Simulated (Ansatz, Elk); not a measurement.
## SrB4Au3: X-ray structure factors from the self-consistent density

The structure of SrB4Au3 used here is made up (a known structure type with other elements) and was relaxed beforehand with PBE. The aim is the Fourier transform of its all-electron density, F(hkl), set beside the sum over free spherical atoms that refinements use.

Program: Elk 11.2.3 (patched build). Level of theory: DFT, PBE, all-electron APW+lo, Dirac cores, scalar-relativistic bands, static density, no spin. Results are calculated unless marked as measured.

The structure was built from a prototype and need not be the compound's stable phase.

**1. Set-up**

The structure is tetragonal, space group P4/mmm (No. 123). Conventional cell: a = 4.303 Å, b = 4.303 Å, c = 6.467 Å, α = 90.00°, β = 90.00°, γ = 90.00°. Nearest to Au lie 8 B at 2.32 Å and 2 Sr at 3.23 Å. Nearest to Au lie 8 B at 2.28 to 3.29 Å and 6 Au at 3.22 to 3.45 Å and 4 Sr at 3.44 Å. Nearest to Sr lie 8 B at 3.20 Å and 10 Au at 3.23 to 3.44 Å. Nearest to B lie 5 B at 1.74 to 3.04 Å and 4 Au at 2.28 to 2.32 Å and 2 Sr at 3.20 Å. Farther neighbours are not listed.

**2. Ground state and structure factors**

An all-electron density is needed, since X-rays see the cores too. Task 0 finds the density and task 195 Fourier-transforms it; tshift is off so that phases refer to the origin typed.

elk.in reads:

```
tasks
  0
  195

xctype
  20

spinpol
  .false.

rgkmax
  7.0

gmaxvr
  14.0

lmaxo
  7

lmaxapw
  8

swidth
  0.002

tshift
  .false.

ramdisk
  .false.

hmaxvr
  5.5

maxscl
  120

epspot
  1e-06

sppath
  './'

avec
  8.13134807702 0.00000000000 0.00000000000
  0.00000000000 8.13134807702 0.00000000000
  0.00000000000 0.00000000000 12.22012827785

atoms
  3
  'Au.in'
  3
  0.0000000000 0.0000000000 0.0000000000   0.000000 0.000000 0.000000
  0.5000000000 0.5000000000 0.7489008003   0.000000 0.000000 0.000000
  0.5000000000 0.5000000000 0.2510991997   0.000000 0.000000 0.000000
  'Sr.in'
  1
  -0.0000000000 -0.0000000000 0.5000000000   0.000000 0.000000 0.000000
  'B.in'
  4
  0.5000000000 -0.0000000000 0.8655413312   0.000000 0.000000 0.000000
  0.5000000000 0.0000000000 0.1344586688   0.000000 0.000000 0.000000
  0.0000000000 0.5000000000 0.8655413312   0.000000 0.000000 0.000000
  0.0000000000 0.5000000000 0.1344586688   0.000000 0.000000 0.000000

ngridk
  5 5 4
```

The run is started by

```console
$ OMP_NUM_THREADS=4 elk
```

Numbers of over 12 decimals in the logs are rounded to 6 here.

What it wrote:

```text
┌─────────────────────────┐
│ Elk code version 11.2.3 │
└─────────────────────────┘

All units are atomic (Hartree, Bohr, etc.)

┌─────────────────────────────────────────────────┐
│ Ground-state run starting from atomic densities │
└─────────────────────────────────────────────────┘

Lattice vectors :
   8.131348077       0.000000000       0.000000000
   0.000000000       8.131348077       0.000000000
   0.000000000       0.000000000       12.22012828

Reciprocal lattice vectors :
  0.7727113939       0.000000000       0.000000000
   0.000000000      0.7727113939       0.000000000
   0.000000000       0.000000000      0.5141668863

Unit cell volume      :    807.9804809
Brillouin zone volume :   0.3070002547

Muffin-tin inner radius fraction :   0.1000000000E-01

Nuclei treated as point charges

Species : 1 (Au)
 parameters loaded from : Au.in
 name : gold
 nuclear charge    :   -79.00000000
 electronic charge :    79.00000000
 atomic mass :    359048.0562
 muffin-tin radius :    2.592002623
 number of radial points in muffin-tin :   1393
 inner part over the whole radius :   0.9913365879E-02
 number on inner part of muffin-tin    :    998
 approximate nuclear radius :   0.1033733540E-03
 number of mesh points to nuclear radius :    526
 atomic positions (lattice), magnetic fields (Cartesian) :
  1 :   0.00000000  0.00000000  0.00000000    0.00000000  0.00000000  0.00000000
  2 :   0.50000000  0.50000000 -0.25109920    0.00000000  0.00000000  0.00000000
  3 :   0.50000000  0.50000000  0.25109920    0.00000000  0.00000000  0.00000000

Species : 2 (Sr)
 parameters loaded from : Sr.in
 name : strontium
 nuclear charge    :   -38.00000000
 electronic charge :    38.00000000
 atomic mass :    159721.4892
 muffin-tin radius :    2.600000000
 number of radial points in muffin-tin :   1193
 inner part over the whole radius :   0.9909106339E-02
 number on inner part of muffin-tin    :    847
 approximate nuclear radius :   0.8067967193E-04
 number of mesh points to nuclear radius :    415
 atomic positions (lattice), magnetic fields (Cartesian) :
  1 :   0.00000000  0.00000000  0.50000000    0.00000000  0.00000000  0.00000000

Species : 3 (B)
 parameters loaded from : B.in
 name : boron
 nuclear charge    :   -5.000000000
 electronic charge :    5.000000000
 atomic mass :    19707.24742
 muffin-tin radius :    1.618102181
 number of radial points in muffin-tin :    593
 inner part over the whole radius :   0.9810547537E-02
 number on inner part of muffin-tin    :    403
 approximate nuclear radius :   0.4534157419E-04
 number of mesh points to nuclear radius :    162
 atomic positions (lattice), magnetic fields (Cartesian) :
  1 :   0.50000000  0.00000000 -0.13445867    0.00000000  0.00000000  0.00000000
  2 :   0.50000000  0.00000000  0.13445867    0.00000000  0.00000000  0.00000000
  3 :   0.00000000  0.50000000 -0.13445867    0.00000000  0.00000000  0.00000000
  4 :   0.00000000  0.50000000  0.13445867    0.00000000  0.00000000  0.00000000

Total number of atoms per unit cell :    8
Total muffin-tin volume :    363.4418442
 ratio of muffin-tin to unit cell volume :   0.4498151289

Spin treatment :
 spin-unpolarised

Number of Bravais lattice symmetries :   16
Number of crystal symmetries         :   16
Crystal has inversion symmetry
Real symmetric eigensolver will be used

k-point grid :      5     5     4
k-point offset :    0.000000000       0.000000000       0.000000000
k-point set is reduced with full crystal symmetry group
Total number of k-points :       18

Muffin-tin radius times maximum |G+k| :    7.000000000
 using average radius
Maximum |G+k| for APW functions       :    3.323754472
Maximum (1/2)|G+k|²                   :    5.523671896
Maximum |G| for potential and density :    14.00000000
Constant for pseudocharge density :    9
 order of it for each species :   16  16  16
 order of it for pair densities of each species (exact exchange by exxq0 0: 17) :   15  15   4
Radial integration step length :    1

[...]
electron entropic           :    -0.95506372199294E-03
 total energy                :     -60427.033942210

Density of states at Fermi energy :    72.51839658
 (states/Hartree/unit cell)

Estimated indirect band gap :   0.2016336222E-02
 from k-point 8 to k-point 4
Estimated direct band gap   :   0.5402452551E-02
 at k-point 15

Charges :
 core                        :    180.0000000
 valence                     :    115.0000000
 interstitial                :    12.88248661
 muffin-tins (core leakage)
  species : 1 (Au)
[...]
species : 2 (Sr)
[...]
species : 3 (B)
[...]
total in muffin-tins        :    282.1175134
 total calculated charge     :    294.9989450
 total charge                :    295.0000000
 error                       :   0.1055035767E-02

RMS change in Kohn-Sham potential (target) :    2.946402019     (  0.1000000000E-05)
Absolute change in total energy (target)   :    3.459209538     (  0.1000000000E-03)

[... loops 3 to 18 left out ...]

┌──────────────────┐
│ Loop number : 19 │
└──────────────────┘

Energies :
 Fermi                       :     0.302496
 sum of occupied eigenvalues :     -37078.069502694
 electron kinetic            :      69037.612534615
 core electron kinetic       :      66327.868294995
 Coulomb                     :     -128242.63726261
 Coulomb potential           :     -104522.86028222
 nuclear-nuclear             :     -4906.3210039263
 electron-nuclear            :     -142235.84924837
 Hartree                     :      18899.532989681
 Madelung                    :     -75981.207121502
 xc potential                :     -1592.8217550888
 exchange                    :     -1200.6805798389
 correlation                 :     -17.193272942098
 electron entropic           :    -0.10657106185830E-02
 total energy                :     -60422.899646488

Density of states at Fermi energy :    86.58799632
 (states/Hartree/unit cell)

Estimated indirect band gap :   0.3573340695E-03
 from k-point 2 to k-point 6
Estimated direct band gap   :   0.2853266294E-02
 at k-point 9

Charges :
 core                        :    180.0000000
 valence                     :    115.0000000
 interstitial                :    11.50829760
 muffin-tins (core leakage)
  species : 1 (Au)
[...]
species : 2 (Sr)
[...]
species : 3 (B)
[...]
total in muffin-tins        :    283.4917024
 total calculated charge     :    294.9984722
 total charge                :    295.0000000
 error                       :   0.1527751844E-02

RMS change in Kohn-Sham potential (target) :   0.2574767947E-06 (  0.1000000000E-05)
Absolute change in total energy (target)   :   0.3470892989E-04 (  0.1000000000E-03)

Convergence targets achieved

┌──────────────────┐
│ Loop number : 20 │
└──────────────────┘

Energies :
 Fermi                       :     0.302496
 sum of occupied eigenvalues :     -37078.069504094
 electron kinetic            :      69037.612537613
 core electron kinetic       :      66327.868294658
 Coulomb                     :     -128242.63726863
 Coulomb potential           :     -104522.86028026
 nuclear-nuclear             :     -4906.3210039263
 electron-nuclear            :     -142235.84926230
 Hartree                     :      18899.532997597
 Madelung                    :     -75981.207128504
 xc potential                :     -1592.8217614514
 exchange                    :     -1200.6805800289
 correlation                 :     -17.193272945866
 electron entropic           :    -0.10657104514037E-02
 total energy                :     -60422.899649704

Density of states at Fermi energy :    86.58797831
 (states/Hartree/unit cell)

Estimated indirect band gap :   0.3573335400E-03
 from k-point 2 to k-point 6
Estimated direct band gap   :   0.2853280787E-02
 at k-point 9

Charges :
 core                        :    180.0000000
 valence                     :    115.0000000
 interstitial                :    11.50829752
 muffin-tins (core leakage)
  species : 1 (Au)
[...]
species : 2 (Sr)
[...]
species : 3 (B)
[...]
atom 2                    :    3.447902165     (  0.2359118470E-03)
   atom 3                    :    3.447902165     (  0.2359118470E-03)
   atom 4                    :    3.447902165     (  0.2359118470E-03)
 total in muffin-tins        :    283.4917025
 total calculated charge     :    294.9984722
 total charge                :    295.0000000
 error                       :   0.1527751534E-02

┌──────────────────────────────┐
│ Self-consistent loop stopped │
└──────────────────────────────┘

Warning : core states of species 1 leak from the muffin-tin :   0.3041436791E-03

Warning : core states of species 3 leak from the muffin-tin :   0.2359118470E-03

Wrote STATE.OUT
```

Run time: 74 s. Hardware: 4 threads of Arm Neoverse V1, shared host; peak memory 0.34 GiB; 3.6 min of CPU time.

SFACRHO.OUT:

```text

h k l indices transformed by vhmat matrix:
   1.000000000       0.000000000       0.000000000    
   0.000000000       1.000000000       0.000000000    
   0.000000000       0.000000000       1.000000000    

      h      k      l  multipl.   |H|            Re(F)            Im(F)           |F|

      0      0      0      1   0.0000000       295.00000      0.14476317E-16   295.00000    
      0      0     -1      2  0.51416689       51.542437     -0.38544624E-14   51.542437    
      1      0      0      4  0.77271139      -40.085327      0.18319462E-13   40.085327    
     -1      0      1      8  0.92814357       40.275062      0.38544624E-14   40.275062    
      0      0     -2      2   1.0283338      -40.580265      0.80593306E-14   40.580265    
      1      1      0      4   1.0927789       228.18640     -0.33035427E-13   228.18640    
      1     -1     -1      8   1.2076976       28.615222     -0.38544624E-14   28.615222    
     -1      0      2      8   1.2862944       232.92652      0.22425963E-13   232.92652    
     -1      1      2      8   1.5005453      -34.864789     -0.35741379E-13   34.864789    
      0      0      3      2   1.5425007       30.728277      0.10687373E-13   30.728277    
      2      0      0      4   1.5454228       231.87181     -0.32616207E-13   231.87181    
     -2      0     -1      8   1.6287109       40.880518     -0.28032454E-14   40.880518    
     -1      0     -3      8   1.7252221       32.303415     -0.96361561E-14   32.303415    
     -2      1      0      8   1.7278352      -34.740721     -0.69164857E-13   34.740721    
     -2      1     -1     16   1.8027152       35.238981     -0.21024341E-14   35.238981    
      0      2      2      8   1.8562871      -34.882071     -0.30134888E-13   34.882071    
     -1     -1     -3      8   1.8903635       42.827894     -0.89353448E-14   42.827894    
     -1      2     -2     16   2.0106926       202.96809     -0.20323529E-13   202.96809
```

Elk indexes on the primitive cell of elk.in and gives |H| = 4π sin θ/λ in inverse bohr. Below, one row stands for each form hkl of the conventional cell (m members, Friedel mates merged), F is for one primitive cell and the density is static (no thermal factor). Free-atom factors are Waasmaier and Kirfel's, and R is Σm||F|−|F'||/Σm|F|.

```tsv
hkl	m	sin θ/λ (Å⁻¹)	abs F, DFT	neutral atoms	diff.
001	2	0.077	51.542	51.645	-0.103
100	4	0.116	40.085	40.333	-0.248
101	8	0.140	40.275	40.592	-0.317
002	2	0.155	40.580	40.571	+0.010
110	4	0.164	228.186	229.682	-1.496
111	8	0.182	28.615	29.326	-0.711
102	8	0.193	232.927	233.680	-0.753
112	8	0.226	34.865	35.088	-0.223
003	2	0.232	30.728	30.814	-0.086
200	4	0.232	231.872	232.077	-0.205
201	8	0.245	40.880	40.768	+0.112
103	8	0.259	32.303	32.413	-0.110
210	8	0.260	34.741	34.988	-0.247
211	16	0.271	35.239	35.429	-0.190
```

**3. The highest occupied states alone**

An energy window below the Fermi level keeps the highest occupied states, to see at which angles they scatter; shallow core shells can lie inside it and anion s states outside. No new self-consistency is needed.

Edit elk.in of step 2 so:

```diff
@@ -1,3 +1,2 @@
 tasks
-  0
   195
@@ -40,2 +39,5 @@
 
+wsfac
+  -0.248740 0.602500
+
 sppath
```

The run is started by

```console
$ OMP_NUM_THREADS=4 elk
```

What it wrote:

```text
┌─────────────────────────────────┐
│ Elk code version 11.2.3 started │
└─────────────────────────────────┘

Info(readinput): the functional depends on the density's gradient
 muffin-tin radial points multiplied by    2.00000
 (not where nrmtscf is given)

┌────────────────────┐
│ Current task : 195 │
└────────────────────┘
Info(checkmt): changed muffin-tin radius of species 1 (Au) from   2.8000 to   2.5920
Info(checkmt): changed muffin-tin radius of species 3 (B) from   1.8000 to   1.6181

Info(sfacrho): density structure factors written to SFACRHO.OUT

 Energy window :  -0.2487400000      0.6025000000

┌──────────────────┐
│ Elk code stopped │
└──────────────────┘
```

Wall time 20 s (4 threads); peak memory 0.21 GiB; 25 s of CPU time.

States within 15 eV below the Fermi level hold 47.00 electrons; any levels below the window count with the cores. Their amplitudes can exceed the total, where window and core parts have opposite phase:

```tsv
hkl	sin θ/λ (Å⁻¹)	abs F, window	abs F, all
001	0.077	14.815	51.542
100	0.116	7.416	40.085
101	0.140	6.526	40.275
002	0.155	6.707	40.580
110	0.164	10.845	228.186
111	0.182	1.604	28.615
102	0.193	12.771	232.927
112	0.226	2.813	34.865
003	0.232	1.458	30.728
200	0.232	11.338	231.872
```

**4. Another functional**

The difference from free atoms is small, so it is set against the change that LDA (Perdew-Wang) makes.

Edit elk.in of step 3 so:

```diff
@@ -1,2 +1,3 @@
 tasks
+  0
   195
@@ -4,3 +5,3 @@
 xctype
-  20
+  3
 
@@ -39,5 +40,2 @@
 
-wsfac
-  -0.248740 0.602500
-
 sppath
```

The run is started by

```console
$ OMP_NUM_THREADS=4 elk
```

What it wrote:

```text
┌─────────────────────────┐
│ Elk code version 11.2.3 │
└─────────────────────────┘

All units are atomic (Hartree, Bohr, etc.)

┌─────────────────────────────────────────────────┐
│ Ground-state run starting from atomic densities │
└─────────────────────────────────────────────────┘

Lattice vectors :
   8.131348077       0.000000000       0.000000000
   0.000000000       8.131348077       0.000000000
   0.000000000       0.000000000       12.22012828

Reciprocal lattice vectors :
  0.7727113939       0.000000000       0.000000000
[...]
species : 3 (B)
[...]
atom 3                    :    3.443203060     (  0.2518461147E-03)
   atom 4                    :    3.443203060     (  0.2518461147E-03)
 total in muffin-tins        :    283.5056043
 total calculated charge     :    294.9984499
 total charge                :    295.0000000
 error                       :   0.1550053207E-02

┌──────────────────────────────┐
│ Self-consistent loop stopped │
└──────────────────────────────┘

Warning : core states of species 1 leak from the muffin-tin :   0.2978747850E-03

Warning : core states of species 3 leak from the muffin-tin :   0.2518461147E-03

Wrote STATE.OUT
[key lines of the parts left out:]
total energy                :     -60386.785740902
```

The job ended after 44 s (4 threads; peak memory 0.24 GiB).

Against the first run R = 0.02 %; the largest change is -0.062 at 228.

**5. Basis size**

The basis and the expansions that go with it are enlarged, to see whether the differences are converged.

Edit elk.in of step 4 so:

```diff
@@ -5,3 +5,3 @@
 xctype
-  3
+  20
 
@@ -11,12 +11,12 @@
 rgkmax
-  7.0
+  8.5
 
 gmaxvr
-  14.0
+  18.0
 
 lmaxo
-  7
+  9
 
 lmaxapw
-  8
+  10
```

The run is started by

```console
$ OMP_NUM_THREADS=4 elk
```

What it wrote:

```text
┌─────────────────────────┐
│ Elk code version 11.2.3 │
└─────────────────────────┘

All units are atomic (Hartree, Bohr, etc.)

┌─────────────────────────────────────────────────┐
│ Ground-state run starting from atomic densities │
└─────────────────────────────────────────────────┘

Lattice vectors :
   8.131348077       0.000000000       0.000000000
   0.000000000       8.131348077       0.000000000
   0.000000000       0.000000000       12.22012828

Reciprocal lattice vectors :
  0.7727113939       0.000000000       0.000000000
[...]
species : 3 (B)
[...]
atom 3                    :    3.452243582     (  0.2361017821E-03)
   atom 4                    :    3.452243582     (  0.2361017821E-03)
 total in muffin-tins        :    283.5124761
 total calculated charge     :    294.9982421
 total charge                :    295.0000000
 error                       :   0.1757897803E-02

┌──────────────────────────────┐
│ Self-consistent loop stopped │
└──────────────────────────────┘

Warning : core states of species 1 leak from the muffin-tin :   0.3041391297E-03

Warning : core states of species 3 leak from the muffin-tin :   0.2361017821E-03

Wrote STATE.OUT
[key lines of the parts left out:]
total energy                :     -60422.908000715
```

The job ended after 3.3 min (4 threads; peak memory 0.69 GiB).

Against the first run R = 0.00 %; the largest change is +0.012 at 424.

**6. Settings against the effect**

```tsv
run	R against the first run (%)	R against neutral atoms, low angle (%)	wall time
PBE, rgkmax 7	0.00	0.55	74 s
LDA (Perdew-Wang)	0.02	0.55	44 s
rgkmax 8.5 with larger expansions	0.00	0.55	3.3 min
```

**7. Summary of results**

| Item | Value |
| --- | --- |
| R against neutral atoms, sin θ/λ < 0.3 Å⁻¹ | 0.55 % |
| R against neutral atoms, 0.3 to 0.72 Å⁻¹ | 0.19 % |

Independent neutral atoms miss the calculated amplitudes by R = 0.55 % below 0.3 Å⁻¹ and 0.19 % from there to 0.72 Å⁻¹; by shells, 0.64 % below 0.15 Å⁻¹ (3 forms), 0.54 % 0.15 to 0.3 (13 forms), 0.23 % 0.3 to 0.45 (26 forms), 0.17 % above 0.45 (107 forms). Bonding, aspherical density and the tables' own atoms all enter these figures, and the runs don't part them. The largest change of an amplitude is -1.50 electrons, at 110. The window's part falls from 47.0 electrons at the origin to at most 0.78 between 0.45 and 0.72 Å⁻¹. Below 0.3 Å⁻¹ the changes that finished (LDA (Perdew-Wang) and rgkmax 8.5 with larger expansions) move F by R = 0.02 % at most, against the 0.55 % that separates it from free atoms. The k-mesh has no finished test. Spin-orbit coupling is left out, which can matter for elements this heavy. Part of the difference isn't bonding: the tables are fits to free atoms and ions calculated by other methods than this functional. Thermal motion, anomalous dispersion and extinction are left out.

[Logs are printed without paths, hosts, clocks, repeated set-up lines and the standing remarks that a program may print on its own settings, such as how far it seeks lower states.]

[Hosts, paths, dates, database ids (printed as entryN), source tags and the programs' standing remarks are cut or masked in the printed files.]
